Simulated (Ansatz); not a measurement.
## Al (Fm-3m, 1 atom in the cell): the cell at rest

Wanted: the relaxed cell of Al (Fm-3m, 1 atom in the cell).

Program: Ansatz 0.2.0. Level of theory: DFT LDA, scalar-relativistic, plane waves, norm-conserving pseudopotentials. Results are calculated unless marked as measured.

Most raw output is cut from this account.

### 1. The starting structure

The structure is cubic, space group Fm-3m (No. 225). Conventional cell: a = 4.050 Å, b = 4.050 Å, c = 4.050 Å, α = 90.00°, β = 90.00°, γ = 90.00°. Nearest to Al lie 12 Al at 2.86 Å.

As a file:

```cif
data_structure
_symmetry_space_group_name_H-M 'Fm-3m'
_symmetry_Int_Tables_number 225
_cell_length_a 4.0496
_cell_length_b 4.0496
_cell_length_c 4.0496
_cell_angle_alpha 90.000
_cell_angle_beta 90.000
_cell_angle_gamma 90.000
_cell_volume 66.41
loop_
_atom_site_label
_atom_site_type_symbol
_atom_site_symmetry_multiplicity
_atom_site_Wyckoff_symbol
_atom_site_fract_x
_atom_site_fract_y
_atom_site_fract_z
_atom_site_occupancy
Al1 Al 4 a 0.00000 0.00000 0.00000 1
```

### 2. A coarse first look

First a cheap look: the gap decides the mesh and the occupations, the pressure tells how far the cell has to move.

Contents of input.yaml:

```yaml
crystal:
  lattice:
    - [0.0, 2.024805, 2.024805]
    - [2.024805, 0.0, 2.024805]
    - [2.024805, 2.024805, 0.0]
  atoms:
    - { symbol: Al, position: [0.0, 0.0, 0.0] }
kpoints:
  mp_grid: { grid: [8, 8, 8] }
hamiltonian:
  xc: lda
  pseudopotentials: { kind: nc }
scf:
  occupations: { method: gaussian, width: 0.1 }
output:
  forces: true
  stress: true
  eigenvalues: true
```

Command:

```sh
ansatz run input.yaml --threads 4 --pin off --max-ram 10240MiB --backend cpu --events-out ev --progress --plain --runs-dir out
```

The job ended after 0.14 s (4 threads of Arm Neoverse V2, shared host; peak memory 0.21 GiB; 0.34 s of CPU time).

This step gave:

* pressure: -3.954 GPa
* volume per atom: 16.60 Å³
* gap on the k-mesh: 0 eV

The coarse mesh shows no gap and a pressure of -4.0 GPa.

### 3. Bringing the structure to rest

The cell and atoms are relaxed, since residual forces and stress would shift the frequencies.

input.yaml, the sections that differ from step 2:

```yaml
kpoints:
  mp_grid: { grid: [18, 18, 18] }
relax:
  adjacent_minimum: "off"
  f_tol: 0.005
  max_steps: 80
  cell: { stress_tol: 0.05 }
# crystal, hamiltonian, scf, output: as in step 2
```

Wall time 2 s (4 threads); peak memory 0.29 GiB; 7.2 s of CPU time.

Relaxation path:

```
step  energy less that of the first step (eV)  largest force component (eV/Å)  pressure (GPa)  volume (Å³)
   1                                   0.0000                          0.0000           -3.86        16.60
   2                                  -0.0107                          0.0000            0.41        15.67
   3                                  -0.0108                          0.0000           -0.04        15.75
  4*                                  -0.0108                          0.0000           -0.03        15.75
```

Relaxation steps marked * repeat the geometry before them on a plane-wave basis chosen anew for their cell, so energy and pressure can jump there.

```
conventional cell, symmetrised  before  after  change
                         a (Å)   4.050  3.979  -1.7 %
                         b (Å)   4.050  3.979  -1.7 %
                         c (Å)   4.050  3.979  -1.7 %
              volume (Å³/atom)   16.60  15.75  -5.1 %
```

Final coordinates:

```
Al
1.0
     0.00000    1.98972    1.98972
     1.98972    0.00000    1.98972
     1.98972    1.98972    0.00000
Al
1
Direct
  0.00000 0.00000 0.00000
```

This step gave:

| Quantity | Value |
| --- | --- |
| pressure | -0.03238 GPa |
| volume per atom | 15.75 Å³ |

In this step the volume went from 16.60 to 15.75 Å³/atom.

### 4. Relaxing to small forces for the phonons

Phonons need a cell at rest on their own settings, so the relaxation is repeated with tight tolerances on forces and stress on the k mesh and occupations of the first response run.

input.yaml, the sections that differ from step 3:

```yaml
crystal:
  lattice:
    - [0.0, 1.9897185741, 1.9897185741]
    - [1.9897185741, 0.0, 1.9897185741]
    - [1.9897185741, 1.9897185741, 0.0]
  atoms:
    - { symbol: Al, position: [0.0, 0.0, 0.0] }
kpoints:
  mp_grid: { grid: [20, 20, 20] }
scf:
  occupations: { method: methfessel_paxton, width: 0.2 }
relax:
  adjacent_minimum: "off"
  f_tol: 0.001
  max_steps: 60
  cell: { stress_tol: 0.01 }
# hamiltonian, output: as in step 3
```

It took 1.8 s on 4 threads; peak memory 0.3 GiB.

Little changed from the start: no atom moved by 0.005 Å and no cell edge by 0.1 %.

This step gave:

- pressure: -0.002712 GPa
- volume per atom: 15.73 Å³

The forces vanish by symmetry and the pressure is -0.003 GPa, within the tolerances set. The cell now holds 15.73 Å³/atom.

### 5. What came out

| Quantity | Value |
| --- | --- |
| space group after relaxation (within 0.01 Å) | Fm-3m |
| lattice constant a | 3.978 Å |
| lattice constant b | 3.978 Å |
| lattice constant c | 3.978 Å |
| volume per atom | 15.7 Å³ |

The forces vanish by symmetry and the pressure is -0.003 GPa, within the tolerances set. The cell now holds 15.73 Å³/atom. The relaxation keeps the symmetry of its start, so it says nothing on stability against lower symmetry.

[Logs are printed without paths, hosts, clocks, repeated set-up lines and the standing remarks that a program may print on its own settings, such as how far it seeks lower states.]

[Hosts, paths, dates, database ids (printed as entryN), source tags and the programs' standing remarks are cut or masked in the printed files.]
